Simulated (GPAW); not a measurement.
**linear Ti chain, spacing 2.672 A: cost and accuracy of the smearing**

Wanted: the cheapest choice of the smearing that holds the magnetic results of linear Ti chain, spacing 2.672 A.

Calculated with GPAW 26.7.0; PBE; plane waves with GPAW's PAW setups, scalar-relativistic.

**1. Starting point**

The cell holds 1 atom: 1 Ti. Its edges and angles: a = 12.000 Å, b = 12.000 Å, c = 2.672 Å, α = 90.0°, β = 90.0°, γ = 90.0°. model lattice. Vacuum lies along a and b. The structure's axis is c.

Structure file:

```cif
data_structure
_symmetry_space_group_name_H-M 'P 1'
_symmetry_Int_Tables_number 1
_cell_length_a 12.0000
_cell_length_b 12.0000
_cell_length_c 2.6720
_cell_angle_alpha 90.000
_cell_angle_beta 90.000
_cell_angle_gamma 90.000
_cell_volume 384.77
loop_
_atom_site_label
_atom_site_type_symbol
_atom_site_fract_x
_atom_site_fract_y
_atom_site_fract_z
_atom_site_occupancy
Ti1 Ti 0.50000 0.50000 0.00000 1
```

**2. Rung 1 (width 0.4 eV), start ferro +**

A wide smearing converges easily but acts like a high temperature on the moments; each rung narrows it.

order1.py reads:

```python
import json
import numpy as np
from ase import Atoms
from ase.parallel import paropen, parprint
from gpaw import GPAW

atoms = Atoms(['Ti'],
    cell=[[12.0, 0.0, 0.0],
         [0.0, 12.0, 0.0],
         [0.0, 0.0, 2.672]],
    scaled_positions=[[0.5, 0.5, 0.0]],
    pbc=True,
    magmoms=[1.0])
atoms.calc = GPAW(mode={'name': 'pw', 'ecut': 550},
    xc='PBE',
    kpts={'size': (1, 1, 10), 'gamma': True},
    occupations={'name': 'fermi-dirac', 'width': 0.4},
    convergence={'density': 1e-05, 'energy': 1e-05},
    maxiter=200,
    symmetry={'tolerance': 1e-4},
    txt='order1.txt')
e = atoms.get_potential_energy(force_consistent=True)
res = {'free_energy': e, 'energy_sigma0': atoms.get_potential_energy(), 'fermi_energy': atoms.calc.get_fermi_level()}
res['moments'] = atoms.get_magnetic_moments().tolist()
res['total'] = atoms.get_magnetic_moment()
parprint('site moments (muB):', np.round(res['moments'], 3))
parprint(f"total moment: {res['total']:.3f} muB")
parprint(f'free energy: {e:.6f} eV')
atoms.calc.write('order1.gpw')
with paropen('results.json', 'w') as f:
    json.dump(res, f)
```

Started as:

```
$ OMP_NUM_THREADS=1 python3 order1.py > order1.log
```

Output:

```text
site moments (muB): [0.967]
total moment: 1.663 muB
free energy: -3.768098 eV

--- order1.txt ---
Input parameters:
  mode=PW(ecut=550),
  convergence={'density': 1e-05, 'energy': 1e-05},
  kpts=MonkhorstPack(size=(1, 1, 10), gamma=True),
  maxiter=200,
  occupations=Occupations(name='fermi-dirac', width=0.4),
  symmetry=Symmetry(tolerance=0.0001),
  xc=XC(name='PBE')

Diagonalizing LCAO Hamiltonian
Converting LCAO to pw mode
        .----------------------------.
       /|                            |
      / |                            |
     /  .----------------------------.
    /  /                            /
   /  /                            /
  /  /                            /
 *  /              Ti            /
 | /                            /
 |/                            /
 *----------------------------*

Atoms  # Å, Bohr magnetons
|   | symbol |        x |        y |        z |    initial magnetic moments |
|---|--------|----------|----------|----------|-----------------------------|
| 0 |     Ti | 6.000000 | 6.000000 | 0.000000 | ( 0.0000,  0.0000,  1.0000) |

Unit cell  # Å
| periodic |         x |         y |        z |   lengths |    angles |
|----------|-----------|-----------|----------|-----------|-----------|
|      yes | 12.000000 |  0.000000 | 0.000000 | 12.000000 | 90.000000 |
|      yes |  0.000000 | 12.000000 | 0.000000 | 12.000000 | 90.000000 |
|      yes |  0.000000 |  0.000000 | 2.672000 |  2.672000 | 90.000000 |

Number of symmetries: 16

BZ-sampling:
  Number of BZ points: 10
  Number of IBZ points: 6

  Monkhorst-Pack size: [1, 1, 10]
  Monkhorst-Pack shift: [0.0, 0.0, 0.05]

Plane wave coefficients: 11322
Cutoff: 550.0 eV

Spin-components: 2 (collinear spins)
Bands:           12
Projectors:      6
Spin-degeneracy: 1
Datatype:        complex128

Parallelization:
  kpt:    1
  domain: 1
  band:   1

Density:
  Valence electrons: 12.0
  Components: 2
  Grid points: [70 70 15]
  Charge: 0.0  # |e|

Potential:
  Grid points: [70 70 15]

[... setups left out ...]
Reference energy: -23224.014282  # eV

eigensolver:
  PPCG
  Converge bands: occupied
  niter=2

density mixing:
  MSR1-Mixer
  Pratt-step length: 0.05
  Maximum mixing coefficient: 0.75
  Old densities: 10
  SVD Regularization: 0.005
  Good broyden scale: 1.0
  Trust region scale: 1.0
  Backstep threshold: 4.0
  History deletion threshold: 6.0
  Fourier metric: weight=20.0, sigma=0.015

occupation numbers:
  Fermi-Dirac:
    width: 0.4000  # eV

poisson solver:
  ecut: 4400.0  # eV

xc functional:
  name: PBE with 2 nearest neighbor stencil

convergence criteria:
- Maximum integral of absolute [dens]ity change: 1e-05 electrons / valence electron
- Maximum [total energy] change in last 3 cyles: 1e-05 eV / valence electron
- Maximum integral of absolute [eigenst]ate change: 4e-08 eV^2 / valence electron
maximum number of iterations: 200

SCF iterations
|iter     |      energy | eigst |  dens |  magmom |
|---------|-------------|-------|-------|---------|
|iter:   1|       0s |   -3.338648 | -0.45 |       |  +1.0041|
|iter:   2|       1s |   -3.211304 | -1.62 | -0.92 |  +1.0050|
|iter:   3|       1s |   -2.861540 | -1.07 | -0.97 |  +1.0031|
|iter:   4|       2s |   -2.841160 | -2.23 | -1.42 |  +1.0239|
|iter:   5|       3s |   -2.845340 | -2.99 | -1.72 |  +1.0528|
|iter:   6|       4s |   -2.854750 | -3.22 | -1.92 |  +1.1193|
|iter:   7|       4s |   -2.857035 | -3.89 | -2.27 |  +1.1510|
|iter:   8|       5s |   -2.871760 | -3.76 | -2.34 |  +1.3182|
|iter:   9|       6s |   -2.895702 | -3.32 | -2.36 |  +1.6076|
|iter:  10|       7s |   -2.881652 | -3.51 | -2.13 |  +1.4223|
|iter:  11|       8s |   -2.899613 | -3.94 | -2.54 |  +1.6293|
|iter:  12|       8s |   -2.907753 | -3.93 | -2.60 |  +1.7181|
|iter:  13|       9s |   -2.897762 | -4.43 | -2.95 |  +1.6038|
|iter:  14|      10s |   -2.903878 | -4.86 | -3.08 |  +1.6726|
|iter:  15|      11s |   -2.902519 | -5.84 | -3.83 |  +1.6574|
|iter:  16|      11s |   -2.903126 | -6.26 | -4.15 |  +1.6642|
|iter:  17|      12s |   -2.903044 | -6.93 | -4.56 |  +1.6633|
|iter:  18|      13s |   -2.902954 | -7.35 | -4.94 |  +1.6623|
|iter:  19|      13s |   -2.902980c| -7.67c| -5.37c|  +1.6626|

Converged in 19 steps
Energy contributions relative to reference atoms: (reference = -23224.014282)

Energy contributions:
  Kinetic:           1.930144
  Coulomb:           0.620431
  Zero:             -0.150349
  External:          0.000000
  Xc:               -4.438089
  Entropy:          -1.730236
  Spinorbit:         0.000000
  ----------------------------
  Free energy:      -3.768098
  Extrapolated:     -2.902980

dipole moment: (0.000000, 0.000000, -8.420552)  # |e|*Ang

Total magnetic moment: (0.000000, 0.000000, 1.662596)

Local magnetic moments
|        x |        y |        z |
|----------|----------|----------|
| 0.000000 | 0.000000 | 0.967071 |  # Ti   0

Fermi level: -3.027
Eigenvalues  # (at kpt = [0.000, 0.000, 0.000])
| band index |      eig [eV] | occ [0-1] |      eig [eV] | occ [0-1] |
|------------|---------------|-----------|---------------|-----------|
|          0 |       -60.524 |     1.000 |       -59.467 |     1.000 |
|          1 |       -36.947 |     1.000 |       -35.845 |     1.000 |
|          2 |       -36.947 |     1.000 |       -35.845 |     1.000 |
|          3 |       -36.211 |     1.000 |       -35.215 |     1.000 |
|          4 |        -5.952 |     0.999 |        -5.155 |     0.995 |
|          5 |        -3.762 |     0.863 |        -2.879 |     0.409 |
|          6 |        -3.147 |     0.574 |        -2.120 |     0.094 |
|          7 |        -3.147 |     0.574 |        -2.118 |     0.093 |
|          8 |        -2.123 |     0.095 |        -1.534 |     0.023 |
|          9 |        -2.123 |     0.095 |        -1.534 |     0.023 |
|         10 |        -1.008 |     0.006 |         0.042 |     0.000 |
|         11 |        -1.008 |     0.006 |         0.042 |     0.000 |

No gap
No difference between direct/indirect transitions
```

Elapsed: 16 s, on 1 MPI rank of AMD EPYC 9R45, shared host; peak memory 0.35 GiB.

This step gave:

| Property | Result |
| --- | --- |
| magnetization | 1.663 μB |
| final state | ferromagnetic |
| largest moment | 0.9671 μB |

After 19 cycles the largest moment stands at 0.967 μB.

**3. Rung 1 (width 0.4 eV), start antiferro q=(0,0,1/2) +-**

The second start gives the energy difference between the two end states, the quantity that is followed up the ladder. Its q is in fractions of the reciprocal vectors of the first run's cell.

order2.py is the script of step 2 with these lines changed:

```diff
@@ -6,12 +6,13 @@
 
-atoms = Atoms(['Ti'],
+atoms = Atoms(['Ti', 'Ti'],
     cell=[[12.0, 0.0, 0.0],
          [0.0, 12.0, 0.0],
-         [0.0, 0.0, 2.672]],
-    scaled_positions=[[0.5, 0.5, 0.0]],
+         [0.0, 0.0, 5.344]],
+    scaled_positions=[[0.5, 0.5, 0.0],
+         [0.5, 0.5, 0.5]],
     pbc=True,
-    magmoms=[1.0])
+    magmoms=[1.0, -1.0])
 atoms.calc = GPAW(mode={'name': 'pw', 'ecut': 550},
     xc='PBE',
-    kpts={'size': (1, 1, 10), 'gamma': True},
+    kpts={'size': (1, 1, 5), 'gamma': True},
     occupations={'name': 'fermi-dirac', 'width': 0.4},
@@ -20,3 +21,3 @@
     symmetry={'tolerance': 1e-4},
-    txt='order1.txt')
+    txt='order2.txt')
 e = atoms.get_potential_energy(force_consistent=True)
@@ -28,3 +29,3 @@
 parprint(f'free energy: {e:.6f} eV')
-atoms.calc.write('order1.gpw')
+atoms.calc.write('order2.gpw')
 with paropen('results.json', 'w') as f:
```

Started as:

```
$ OMP_NUM_THREADS=1 python3 order2.py > order2.log
```

Output:

```text
site moments (muB): [ 0.851 -0.851]
total moment: -0.000 muB
free energy: -7.491409 eV

--- order2.txt ---
Input parameters:
  mode=PW(ecut=550),
  convergence={'density': 1e-05, 'energy': 1e-05},
  kpts=MonkhorstPack(size=(1, 1, 5), gamma=True),
  maxiter=200,
  occupations=Occupations(name='fermi-dirac', width=0.4),
  symmetry=Symmetry(tolerance=0.0001),
  xc=XC(name='PBE')

Diagonalizing LCAO Hamiltonian
Converting LCAO to pw mode
        .----------------------------.
       /|                            |
      / |                            |
     /  |                            |
    /   |                            |
   /    |                            |
  /     |                            |
 *      .----------Ti----------------.
 |     /                            /
 |    /                            /
 |   /                            /
 |  /              Ti            /
 | /                            /
 |/                            /
 *----------------------------*

Atoms  # Å, Bohr magnetons
|   | symbol |        x |        y |        z |    initial magnetic moments |
|---|--------|----------|----------|----------|-----------------------------|
| 0 |     Ti | 6.000000 | 6.000000 | 0.000000 | ( 0.0000,  0.0000,  1.0000) |
| 1 |     Ti | 6.000000 | 6.000000 | 2.672000 | ( 0.0000,  0.0000, -1.0000) |

Number of symmetries: 16

BZ-sampling:
  Number of BZ points: 5
  Number of IBZ points: 3

  Monkhorst-Pack size: [1, 1, 5]
  Monkhorst-Pack shift: [0, 0, 0]

Plane wave coefficients: 22596
Cutoff: 550.0 eV

Spin-components: 2 (collinear spins)
Bands:           19
Projectors:      12
[...]
|iter:  24|      33s |   -5.746872c| -7.42c| -5.82c|  -0.0000|

Converged in 24 steps
Energy contributions relative to reference atoms: (reference = -46448.028563)

Energy contributions:
  Kinetic:           3.258971
  Coulomb:           1.797688
  Zero:             -0.304514
  External:          0.000000
  Xc:               -8.754481
  Entropy:          -3.489074
  Spinorbit:         0.000000
  ----------------------------
  Free energy:      -7.491409
  Extrapolated:     -5.746872

dipole moment: (0.000001, 0.000001, -16.840277)  # |e|*Ang

Total magnetic moment: (0.000000, 0.000000, -0.000027)

Local magnetic moments
|        x |        y |         z |
|----------|----------|-----------|
| 0.000000 | 0.000000 |  0.851003 |  # Ti   0
| 0.000000 | 0.000000 | -0.851016 |  # Ti   1

Fermi level: -2.968
Eigenvalues  # (at kpt = [0.000, 0.000, 0.000])
| band index |      eig [eV] | occ [0-1] |      eig [eV] | occ [0-1] |
|------------|---------------|-----------|---------------|-----------|
|          0 |       -60.320 |     1.000 |       -60.320 |     1.000 |
|        ... |               |           |               |           |
|          4 |       -36.521 |     1.000 |       -36.521 |     1.000 |
|          5 |       -35.791 |     1.000 |       -35.791 |     1.000 |
|          6 |       -35.791 |     1.000 |       -35.791 |     1.000 |
|          7 |       -35.381 |     1.000 |       -35.381 |     1.000 |
[...]
|         15 |        -1.490 |     0.024 |        -1.490 |     0.024 |
|         16 |        -1.129 |     0.010 |        -1.129 |     0.010 |
|         17 |        -0.338 |     0.001 |        -0.338 |     0.001 |
|         18 |        -0.338 |     0.001 |        -0.338 |     0.001 |

Gap: 0.248 eV
Transition (v -> c):
  (s=0, k=2, n=11, [0.00, 0.00, 0.40]) -> (s=1, k=0, n=12, [0.00, 0.00, 0.00])
Direct/indirect transitions are different
Direct gap: 0.388 eV
Transition at: (s=0->1, k=2, n=11, [0.00, 0.00, 0.40])
```

Elapsed: 37 s, on 1 MPI rank; peak memory 0.58 GiB.

Read from the output:

```yaml
magnetization: 0 μB
final_state: antiferromagnetic
largest_moment: 0.8510 μB
```

This start lies +22.4 meV a seeded atom from the first; its largest moment is 0.851 μB.

**4. Rung 2 (width 0.2 eV), start ferro +**

order1.py is the script of step 2 with these lines changed:

```diff
@@ -16,3 +16,3 @@
     kpts={'size': (1, 1, 10), 'gamma': True},
-    occupations={'name': 'fermi-dirac', 'width': 0.4},
+    occupations={'name': 'fermi-dirac', 'width': 0.2},
     convergence={'density': 1e-05, 'energy': 1e-05},
```

Started as:

```
$ OMP_NUM_THREADS=1 python3 order1.py > order1.log
```

Output:

```text
site moments (muB): [1.628]
total moment: 2.848 muB
free energy: -3.131501 eV

--- order1.txt ---
Input parameters:
  mode=PW(ecut=550),
  convergence={'density': 1e-05, 'energy': 1e-05},
  kpts=MonkhorstPack(size=(1, 1, 10), gamma=True),
  maxiter=200,
  occupations=Occupations(name='fermi-dirac', width=0.2),
  symmetry=Symmetry(tolerance=0.0001),
  xc=XC(name='PBE')

Diagonalizing LCAO Hamiltonian
[...]
|          3 |       -36.426 |     1.000 |       -34.610 |     1.000 |
|          4 |        -6.140 |     1.000 |        -4.676 |     1.000 |
[...]
|          8 |        -2.210 |     0.037 |        -1.175 |     0.000 |
|          9 |        -2.210 |     0.037 |        -1.175 |     0.000 |
|         10 |        -1.198 |     0.000 |         0.396 |     0.000 |
|         11 |        -1.198 |     0.000 |         0.696 |     0.000 |

No gap
No difference between direct/indirect transitions


[key lines of the parts left out:]
Free energy:      -3.131501
Converged in 21 steps
dipole moment: (0.000000, 0.000000, -8.412748)  # |e|*Ang
Fermi level: -2.864
```

Run time: 17 s. Hardware: 1 MPI rank; peak memory 0.35 GiB.

Numbers from this step:

| Property | Result |
| --- | --- |
| magnetization | 2.848 μB |
| final state | ferromagnetic |
| largest moment | 1.628 μB |

The largest moment moves by +0.66 μB from rung 1, at 1.1 times its CPU time.

**5. Rung 2 (width 0.2 eV), start antiferro q=(0,0,1/2) +-**

order2.py is the script of step 3 with these lines changed:

```diff
@@ -17,3 +17,3 @@
     kpts={'size': (1, 1, 5), 'gamma': True},
-    occupations={'name': 'fermi-dirac', 'width': 0.4},
+    occupations={'name': 'fermi-dirac', 'width': 0.2},
     convergence={'density': 1e-05, 'energy': 1e-05},
```

Started as:

```
$ OMP_NUM_THREADS=1 python3 order2.py > order2.log
```

Output:

```text
site moments (muB): [ 1.079 -1.079]
total moment: -0.000 muB
free energy: -6.015901 eV

--- order2.txt ---
Input parameters:
  mode=PW(ecut=550),
  convergence={'density': 1e-05, 'energy': 1e-05},
  kpts=MonkhorstPack(size=(1, 1, 5), gamma=True),
  maxiter=200,
  occupations=Occupations(name='fermi-dirac', width=0.2),
  symmetry=Symmetry(tolerance=0.0001),
  xc=XC(name='PBE')

Diagonalizing LCAO Hamiltonian
[...]
|         16 |        -0.919 |     0.000 |        -0.919 |     0.000 |
|         17 |        -0.053 |     0.000 |        -0.053 |     0.000 |
|         18 |        -0.053 |     0.000 |        -0.053 |     0.000 |

Gap: 0.189 eV
Transition (v -> c):
  (s=0, k=2, n=11, [0.00, 0.00, 0.40]) -> (s=1, k=0, n=12, [0.00, 0.00, 0.00])
Direct/indirect transitions are different
Direct gap: 0.270 eV
Transition at: (s=0->1, k=1, n=11, [0.00, 0.00, 0.20])


[key lines of the parts left out:]
Free energy:      -6.015901
Converged in 25 steps
dipole moment: (0.000001, 0.000001, -16.843138)  # |e|*Ang
Fermi level: -2.797
```

Elapsed: 39 s, on 1 MPI rank; peak memory 0.58 GiB.

Numbers from this step:

| Item | Value |
| --- | --- |
| magnetization | 0 μB |
| final state | antiferromagnetic |
| largest moment | 1.079 μB |

This start lies +123.6 meV a seeded atom from the first, a change of +101.2 meV since rung 1; its largest moment is 1.08 μB.

**6. Rung 3 (width 0.1 eV), start ferro +**

order1.py is the script of step 4 with these lines changed:

```diff
@@ -16,3 +16,3 @@
     kpts={'size': (1, 1, 10), 'gamma': True},
-    occupations={'name': 'fermi-dirac', 'width': 0.2},
+    occupations={'name': 'fermi-dirac', 'width': 0.1},
     convergence={'density': 1e-05, 'energy': 1e-05},
```

Started as:

```
$ OMP_NUM_THREADS=1 python3 order1.py > order1.log
```

Output:

```text
site moments (muB): [1.714]
total moment: 2.992 muB
free energy: -2.987698 eV

--- order1.txt ---
Input parameters:
  mode=PW(ecut=550),
  convergence={'density': 1e-05, 'energy': 1e-05},
  kpts=MonkhorstPack(size=(1, 1, 10), gamma=True),
  maxiter=200,
  occupations=Occupations(name='fermi-dirac', width=0.1),
  symmetry=Symmetry(tolerance=0.0001),
  xc=XC(name='PBE')

Diagonalizing LCAO Hamiltonian
[...]
|          3 |       -36.442 |     1.000 |       -34.502 |     1.000 |
|          4 |        -6.147 |     1.000 |        -4.596 |     1.000 |
[...]
|          8 |        -2.203 |     0.002 |        -1.125 |     0.000 |
|          9 |        -2.203 |     0.002 |        -1.125 |     0.000 |
|         10 |        -1.212 |     0.000 |         0.813 |     0.000 |
|         11 |        -1.212 |     0.000 |         0.813 |     0.000 |

No gap
No difference between direct/indirect transitions


[key lines of the parts left out:]
Free energy:      -2.987698
Converged in 20 steps
dipole moment: (0.000000, 0.000000, -8.411851)  # |e|*Ang
Fermi level: -2.826
```

Run time: 17 s. Hardware: 1 MPI rank; peak memory 0.35 GiB.

Read from the output:

| Property | Result |
| --- | --- |
| magnetization | 2.992 μB |
| final state | ferromagnetic |
| largest moment | 1.714 μB |

The largest moment moves by +0.09 μB from rung 2, at 1.0 times its CPU time.

**7. Rung 3 (width 0.1 eV), start antiferro q=(0,0,1/2) +-**

order2.py is the script of step 5 with these lines changed:

```diff
@@ -17,3 +17,3 @@
     kpts={'size': (1, 1, 5), 'gamma': True},
-    occupations={'name': 'fermi-dirac', 'width': 0.2},
+    occupations={'name': 'fermi-dirac', 'width': 0.1},
     convergence={'density': 1e-05, 'energy': 1e-05},
```

Started as:

```
$ OMP_NUM_THREADS=1 python3 order2.py > order2.log
```

Output:

```text
site moments (muB): [ 1.08 -1.08]
total moment: -0.001 muB
free energy: -5.528858 eV

--- order2.txt ---
Input parameters:
  mode=PW(ecut=550),
  convergence={'density': 1e-05, 'energy': 1e-05},
  kpts=MonkhorstPack(size=(1, 1, 5), gamma=True),
  maxiter=200,
  occupations=Occupations(name='fermi-dirac', width=0.1),
  symmetry=Symmetry(tolerance=0.0001),
  xc=XC(name='PBE')

Diagonalizing LCAO Hamiltonian
[...]
|         16 |        -0.910 |     0.000 |        -0.911 |     0.000 |
|         17 |        -0.030 |     0.000 |        -0.030 |     0.000 |
|         18 |        -0.030 |     0.000 |        -0.030 |     0.000 |

Gap: 0.106 eV
Transition (v -> c):
  (s=0, k=1, n=11, [0.00, 0.00, 0.20]) -> (s=1, k=0, n=12, [0.00, 0.00, 0.00])
Direct/indirect transitions are different
Direct gap: 0.155 eV
Transition at: (s=0->1, k=1, n=11, [0.00, 0.00, 0.20])


[key lines of the parts left out:]
Free energy:      -5.528858
Converged in 26 steps
dipole moment: (0.000001, 0.000001, -16.854428)  # |e|*Ang
Fermi level: -2.794
```

Run time: 43 s. Hardware: 1 MPI rank; peak memory 0.58 GiB.

This step gave:

```
magnetization  : 0 μB
final state    : antiferromagnetic
largest moment : 1.080 μB
```

This start lies +223.3 meV a seeded atom from the first, a change of +99.7 meV since rung 2; its largest moment is 1.08 μB.

(Continued in part 2 of 2.)

[Logs and program files are shortened in this print: banners, set-up blocks, solver, clock and traceback lines can be left out without a mark of their own.]

[Logs are printed without paths, hosts, clocks, repeated set-up lines and the standing remarks that a program may print on its own settings, such as how far it seeks lower states.]

[Hosts, paths, dates, database ids (printed as entryN), source tags and the programs' standing remarks are cut or masked in the printed files.]

[Where a cell is said to come from a database of computed structures, the database is the Materials Project.]
